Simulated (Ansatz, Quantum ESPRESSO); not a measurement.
# YNb (Pm-3m): from the cell to the phonon bands, part 4 of 4

How does YNb (Pm-3m) vibrate, and is this structure a minimum?

Quantum ESPRESSO 7.5; DFT LDA, scalar-relativistic, plane waves, GBRV ultrasoft pseudopotentials.

So far, lowest frequency on the path (cm⁻¹): step 7 (dispersion) -121; step 12 (ASR simple) -121; step 13 (amass(1) 92.906, amass(2) 177.812) -117.

The structure was built from a prototype and need not be the compound's stable phase.

### Step 14. A second program

The same cell goes through another code, with its own cutoff. The potentials differ. Its k mesh is centred on Γ.

This step: DFT LDA, scalar-relativistic, plane waves, PseudoDojo norm-conserving pseudopotentials (Ansatz 0.2.0).

The input, input.yaml:

```yaml
crystal:
  lattice:
    - [3.513828339, 0.0, 0.0]
    - [0.0, 3.513828339, 0.0]
    - [0.0, 0.0, 3.513828339]
  atoms:
    - { symbol: Nb, position: [0.0, 0.0, 0.0] }
    - { symbol: "Y", position: [0.5, 0.5, 0.5] }
kpoints:
  mp_grid: { grid: [10, 10, 10] }
hamiltonian:
  xc: lda
  pseudopotentials: { kind: nc, accuracy: standard }
scf:
  occupations: { method: gaussian, width: 0.27211 }
output:
  eigenvalues: true
phonons:
  method: dfpt
  qmesh: [2, 2, 2]
  temperatures: { t_max: 1000, t_step: 50 }
  qpath:
    path:
      - [[0.0, 0.0, 0.0], [0.0, 0.5, 0.0], [0.5, 0.5, 0.0], [0.0, 0.0, 0.0], [0.5, 0.5, 0.5], [0.0, 0.5, 0.0]]
      - [[0.5, 0.5, 0.5], [0.5, 0.5, 0.0]]
    npoints: 12
```

On the command line:

```console
> ansatz run input.yaml --threads 4 --pin off --max-ram 8192MiB --backend cpu --events-out ev --progress --plain --runs-dir out
```

Output:

```text
Engine: ansatz 0.2.0, x86_64-unknown-linux-gnu
Pseudopotentials: kind: nc
Pseudopotential: Nb, nc, valence charge 13, recommended cutoff 1115.666836 eV (normal), Nb.nc.azcp (PseudoDojo's, or run here from an input of PseudoDojo's; its table is named by hamiltonian.pseudopotentials.accuracy)
Pseudopotential: Y, nc, valence charge 11, recommended cutoff 979.609905 eV (normal), Y.nc.azcp (PseudoDojo's, or run here from an input of PseudoDojo's; its table is named by hamiltonian.pseudopotentials.accuracy)
Functional definition: SPW92
  exchange = slater_x
  correlation = pw_c
Crystal: 2 atoms, lattice volume = 43.385 Å³
Basis set: ecut = 1115.666836 eV, 3743 PW (Γ), exchange–correlation on 80×80×80 points (8 copies of the dense FFT grid, shifted against one another)
Bands: 16, of which v1, the nominal top of the filled ones, is band 12 counted from 1 (11 counted from 0)
Symmetry: 48 space group operations
k-points: 56 of 1000
Non-local potential: Nb, projectors of the file, l = 0: 2, l = 1: 2, l = 2: 2
Non-local potential: Y, projectors of the file, l = 0: 2, l = 1: 2, l = 2: 2
Initial density: superposition of atomic densities (chi_scale 0.1, normalization cell, long waves kept (reshape's long-wave potential 0.00 eV rms))
Initial wavefunctions: pseudopotential atomic-orbital guess
Functional: x = slater, c = lda
SCF iter   1: F=—  HF=-2809.105076 eV  |F-HF|=—  |Δ(HF+E_count)|=         —  Δρ=9.52e-2  dr2=8.34e0  ethr=3.10e-3  ⟨swp⟩=5.3  Hψ=4139  notcnv=0
preconditioner: auto → none  [metal: Δε(μ)=0.019 eV  Ē_g=3.627 eV  σ=0.272 eV  W_gap=0.04  n_scr=6 (ndim 8)  ℏωp=15.9 eV  f_vac=0.000  D(μ)=3.37/eV (n_scr^D=32)  sad-step TF]
SCF iter   2: F=—  HF=-2807.361447 eV  |F-HF|=—  |Δ(HF+E_count)|=    1.74e0  Δρ=2.32e-2  dr2=3.70e-1  ethr=3.10e-3  ⟨swp⟩=3.0  Hψ=2288  notcnv=0  defer=1
SCF iter   3: F=—  HF=-2807.280501 eV  |F-HF|=—  |Δ(HF+E_count)|=   8.09e-2  Δρ=5.63e-3  dr2=8.30e-3  ethr=1.54e-3  ⟨swp⟩=2.0  Hψ=1116  notcnv=0
SCF iter   4: F=—  HF=-2807.279339 eV  |F-HF|=—  |Δ(HF+E_count)|=   1.16e-3  Δρ=1.81e-3  dr2=4.20e-4  ethr=3.46e-5  ⟨swp⟩=2.3  Hψ=1314  notcnv=0
SCF iter   5: F=—  HF=-2807.279296 eV  |F-HF|=—  |Δ(HF+E_count)|=   4.34e-5  Δρ=2.06e-4  dr2=1.78e-5  ethr=1.75e-6  ⟨swp⟩=2.1  Hψ=1454  notcnv=0
SCF iter   6: F=—  HF=-2807.279296 eV  |F-HF|=—  |Δ(HF+E_count)|=   1.00e-7  Δρ=2.36e-5  dr2=3.03e-7  ethr=7.40e-8  ⟨swp⟩=2.5  Hψ=1483  notcnv=0
SCF iter   7: F=—  HF=-2807.279293 eV  |F-HF|=—  |Δ(HF+E_count)|=   3.38e-6  Δρ=3.81e-6  dr2=1.38e-9  ethr=1.26e-9  ⟨swp⟩=2.2  Hψ=1393  notcnv=0
SCF iter   8: F=—  HF=-2807.279293 eV  |F-HF|=—  |Δ(HF+E_count)|=   1.28e-9  Δρ=1.11e-6  dr2=7.13e-10  ethr=5.75e-12  ⟨swp⟩=2.7  Hψ=1765  notcnv=0
SCF iter   9: F=—  HF=-2807.279293 eV  |F-HF|=—  |Δ(HF+E_count)|=  1.75e-10  Δρ=1.62e-7  dr2=1.32e-11  ethr=2.97e-12  ⟨swp⟩=2.3  Hψ=1443  notcnv=0
SCF iter  10: F=-2807.279293 eV  HF=-2807.279293 eV  |F-HF|=9.09e-13  |Δ(HF+E_count)|=  3.64e-12  Δρ=3.67e-8  dr2=3.91e-13  ethr=1.00e-12  ⟨swp⟩=8.0  Hψ=5328  notcnv=0
SCF 1 converged in 10 iterations: F = -2807.279293 eV  dr2 = 3.91e-13
Initial density: read from a saved state, or passed on in memory by an earlier SCF of this step, an earlier step, the calling program or the single point that the run made first
iter 1 solved again at ethr=3.91e-8 eV; its pass at ethr=3.10e-3 eV (dr2=9.39e-6 eV) is discarded
SCF iter   1: F=—  HF=-2807.279296 eV  |F-HF|=—  |Δ(HF+E_count)|=         —  Δρ=5.93e-7  dr2=3.74e-11  ethr=3.91e-8  ⟨swp⟩=5.8  Hψ=8502  notcnv=0
eigensolver tolerance schedule: the retry pair's looser diagonalisation over-reported the residual by 251191.71 of it (diagonalisation noise at an unbounded share of the residual, at the tolerance the schedule requests for it); recorded, not acted on — ethr = c·dr2/N_el stays at c = 1.0e-1
preconditioner: auto → none  [metal: Δε(μ)=0.027 eV  Ē_g=3.375 eV  σ=0.272 eV  W_gap=0.06  n_scr=6 (ndim 8)  ℏωp=15.9 eV  f_vac=0.000  D(μ)=3.51/eV (n_scr^D=32)]
SCF iter   2: F=—  HF=-2807.279293 eV  |F-HF|=—  |Δ(HF+E_count)|=   2.91e-6  Δρ=3.37e-7  dr2=4.74e-11  ethr=1.00e-12  ⟨swp⟩=4.2  Hψ=2877  notcnv=0
SCF iter   3: F=-2807.279293 eV  HF=-2807.279293 eV  |F-HF|=2.73e-12  |Δ(HF+E_count)|=  9.09e-12  Δρ=2.23e-7  dr2=5.41e-12  ethr=1.00e-12  ⟨swp⟩=3.2  Hψ=3027  notcnv=0
SCF 2 converged in 3 iterations: F = -2807.279293 eV  dr2 = 5.41e-12
phonons: the bands overlap, so this run is a metal and interpolates without the dipole-dipole term. If the crystal is really an insulator or semiconductor, its LO-TO splitting is missing
NSCF: frozen V_eff on 56 k-points
NSCF: frozen V_eff on 126 k-points
DFPT response loops at q = (0, 0, 0) (fractional): preconditioner auto → Kerker (q_TF=auto, 2.472 Å⁻¹) (partly filled bands, converged f_vac=0.000); β = 1.00, the filter's whole step (`scf.mixing.beta` (0.50) is not read by the response loops under this deck's `scf.mixing.preconditioner`; to damp them name `kerker` or `kerker_dos`, under which they read `scf.mixing.beta`, and type it under 1.00, their step now; both keys bind the ground state too); Broyden in place of MSR1
NSCF: frozen V_eff on 432 k-points
DFPT response loops at q = (0, 0, -0.5) (fractional): mixed as the last ones told, above
NSCF: frozen V_eff on 432 k-points
DFPT response loops at q = (0, -0.5, -0.5) (fractional): mixed as the last ones told, above
NSCF: frozen V_eff on 252 k-points
DFPT response loops at q = (-0.5, -0.5, -0.5) (fractional): mixed as the last ones told, above
SCF converged after 10 iterations
Free energy (F): -2807.279293 eV
Harris-Foulkes:  -2807.279293 eV  (|F-HF|=9.09e-13)
Internal energy: -2807.149430 eV  (E = F + TS)
E sigma→0 (E₀):  -2807.214362 eV
Entropy (-TS):   -0.129862 eV (-64.931 meV/atom)
Fermi energy:    14.543644 eV
--- Per-component energies (eV) ---
  E_band       = -164.391307
  E_kinetic    = 815.407165
  E_local      = -1599.963071  (includes V_loc(G=0)·N_el)
  E_nonlocal   = 326.923221
  E_hartree    = 377.887647
  E_xc         = -571.511604
  E_vxc        = -462.533900  (∫ρ·V_xc dr)
  E_ewald      = -2155.892789
  E_smearing   = -0.129862  (= −TS)
  E_closure    = -0.000000  (closes the sum)
  Σ components = -2807.279293   (vs F -2807.279293, Δ=0.00e0)
--- Band table (eV; the first three rows and the last of 56) ---
  k-point 0: bands = [... 8 lower, 9.3022, 11.7763, 11.7763, 15.4419, 15.4419, 15.4419, 18.6088, 18.6088]
  k-point 1: bands = [... 8 lower, 9.4939, 11.8715, 11.9313, 15.4073, 15.4073, 15.5072, 18.3003, 18.7011]
  k-point 2: bands = [... 8 lower, 10.0378, 12.1522, 12.3366, 15.3334, 15.3334, 15.6929, 17.5240, 18.8914]
  k-point 55: bands = [... 8 lower, 13.9583, 13.9583, 13.9583, 14.3864, 14.3864, 14.3864, 17.6203, 17.6203]
--- Phonons (Γ-DFPT): 2 representative perturbations + reference (Σ response iterations 5) ---
  ASR residual: 1.486e-4 → 0.000e0 eV/Å²; symmetrization residual: 9.867e-6 eV/Å²
  ASR residual per site (eV/Å²): 1.49e-4 6.20e-5
  Γ frequencies (cm⁻¹): 0.00 0.00 0.00 185.40 185.40 185.40
--- Phonons (arbitrary-q DFPT): 4 irreducible q on the 2×2×2 mesh ---
  q = [0.0000, 0.0000, 0.0000] (star 1, of the zone-centre solve; hermiticity 3.44e-6, symmetrization 3.50e-14): -0.00 -0.00 0.00 185.40 185.40 185.40
  q = [0.0000, 0.0000, -0.5000] (star 3, 4 solved perturbations in 684 linear systems a pass and spin channel, the states on 216 of 1000 k-point pairs; hermiticity 1.92e-9, symmetrization 2.91e-9, the responses' own estimated error 1.8e-4 eV/Å²): -73.31 103.45 103.45 114.66 114.66 164.36
  q = [0.0000, -0.5000, -0.5000] (star 3, 4 solved perturbations in 684 linear systems a pass and spin channel, the states on 216 of 1000 k-point pairs; hermiticity 6.62e-7, symmetrization 2.07e-11, the responses' own estimated error 1.8e-4 eV/Å²): -120.44 -120.44 96.88 122.57 162.88 162.88
  q = [-0.5000, -0.5000, -0.5000] (star 1, 2 solved perturbations on 126 of 1000 k-point pairs; hermiticity 1.48e-11, symmetrization 7.38e-12, the responses' own estimated error 1.6e-4 eV/Å²): -114.44 -114.44 -114.44 136.39 136.39 136.39
  sum rule: each row above includes the acoustic sum rule's correction from the zone centre's row sums; it moved no ω² by more than (0.66 cm⁻¹)²
  mesh force constants: q→R imaginary residual 1.96e-17; ASR residual 1.486e-4 → 0.000e0 eV/Å²; symmetrization residual 2.665e-15 eV/Å²
  interpolated dispersion: 74 rows × 6 modes
  density of states and harmonic sums: on the 18×18×18 q-mesh, interpolated from the force constants of a 2×2×2 supercell (no non-analytic term)
  largest difference from the sums on the solved wave vectors: F 9.02e-2 eV, S 1.07e-4 and C_V 3.06e-5 eV/K
  zero-point energy: 0.032677 eV/cell   skipped modes (ω ≤ 0): 378, of them read as no rigid motion or as one in doubt: 375 (1.675e0 modes/cell left out, lowest -120.44 cm⁻¹)   left out of the sums: 2.79e-1 of the cell's modes: C_V's classical limit lies that fraction below 3 k_B per atom; for a crystal, a wire or a layer, F and S can be off by more, and a phonons.interpolated_qmesh denser along its periods is the remedy for the sampling
```

The job ended after 54 s (4 threads of Intel Xeon Platinum 8488C (Sapphire Rapids), shared host; peak memory 1.5 GiB; 3.5 min of CPU time).

Read from the output:

- sum-rule residual before enforcement: 1.49e-4 eV/Å²
- lowest frequency on the path: -120.4 cm⁻¹
- share of modes beyond 3i cm⁻¹ on the dense interpolated mesh: 0.2849
- highest optical zone-centre mode (no LO-TO term): 185.4 cm⁻¹
- lowest optical zone-centre mode: 185.4 cm⁻¹
- lowest mode on the q mesh (acoustic ones at the zone centre apart): -120.4 cm⁻¹

### Step 15. Side by side: QE GBRV and Ansatz, PseudoDojo

Worked out from the results:

- root-mean-square difference: 0.31 cm⁻¹
- largest difference: 0.79 cm⁻¹
- root-mean-square difference on the path: 0.3 cm⁻¹
- largest difference on the path: 1.9 cm⁻¹

The 12 of 21 modes that differ most. Frequencies side by side:

| q (reciprocal lattice) | mode | QE GBRV (cm⁻¹) | Ansatz, PseudoDojo (cm⁻¹) |
| --- | --- | --- | --- |
| 0 0 0 | 4 | 185.2 | 185.4 |
| 0 0 0 | 5 | 185.2 | 185.4 |
| 0 0 0 | 6 | 185.2 | 185.4 |
| 0 0 -0.5 | 1 | -74.1 | -73.31 |
| 0 0 -0.5 | 2 | 103.3 | 103.5 |
| 0 0 -0.5 | 3 | 103.3 | 103.5 |
| 0 -0.5 -0.5 | 1 | -120.8 | -120.4 |
| 0 -0.5 -0.5 | 2 | -120.8 | -120.4 |
| 0 -0.5 -0.5 | 3 | 96.48 | 96.88 |
| -0.5 -0.5 -0.5 | 1 | -114.9 | -114.4 |
| -0.5 -0.5 -0.5 | 2 | -114.9 | -114.4 |
| -0.5 -0.5 -0.5 | 3 | -114.9 | -114.4 |

At the solved wavevectors the largest difference (acoustic modes at Γ apart) is 0.4 % of the highest mode.

### Step 16. Results

```yaml
space_group_after_relaxation: Pm-3m
volume_per_atom: 21.7 Å³
highest_optical_zone_centre_mode_no_lo_to_term: 185.3 cm⁻¹
q_mesh: 2×2×2
lowest_mode_on_the_q_mesh_acoustic_ones_at_the_zone_centre_apart: -120.8 cm⁻¹
imaginary_modes_on_the_q_mesh: yes
largest_difference_from_ansatz_pseudodojo: 0.79 cm⁻¹
```

**Reading.** YNb (Pm-3m) is unstable: a mode solved on the 2×2×2 mesh is imaginary, 121i cm⁻¹; its spectrum reaches 185 cm⁻¹. At the LDA level the optical modes of YNb (Pm-3m) at the zone centre lie at 185 cm⁻¹. The most unstable solved mode lies at q = (0, -0.5, -0.5), on the zone boundary, so the distortion that it points to doubles the cell. QE GBRV and Ansatz, PseudoDojo agree to 0.79 cm⁻¹ (0.4 % of the highest mode compared) on all solved modes but the acoustic ones at Γ, without the LO-TO term. These are harmonic frequencies at zero temperature: anharmonic shifts and linewidths and thermal expansion are left out. In a metal the frequencies hang on the k mesh and the smearing, most of all near Kohn anomalies. The LDA runs differ in the fit of the correlation energy, Perdew-Zunger in some and Perdew-Wang in others. The q mesh stands for a supercell only 7.0 Å across, so branches between the solved wavevectors are rough. The structure is a hypothetical one, built on a prototype.

[Host names and launcher messages were left out of these logs when they were recorded.]

[Logs are printed without paths, hosts, clocks, repeated set-up lines and the standing remarks that a program may print on its own settings, such as how far it seeks lower states.]

[Hosts, paths, dates, database ids (printed as entryN), source tags and the programs' standing remarks are cut or masked in the printed files.]
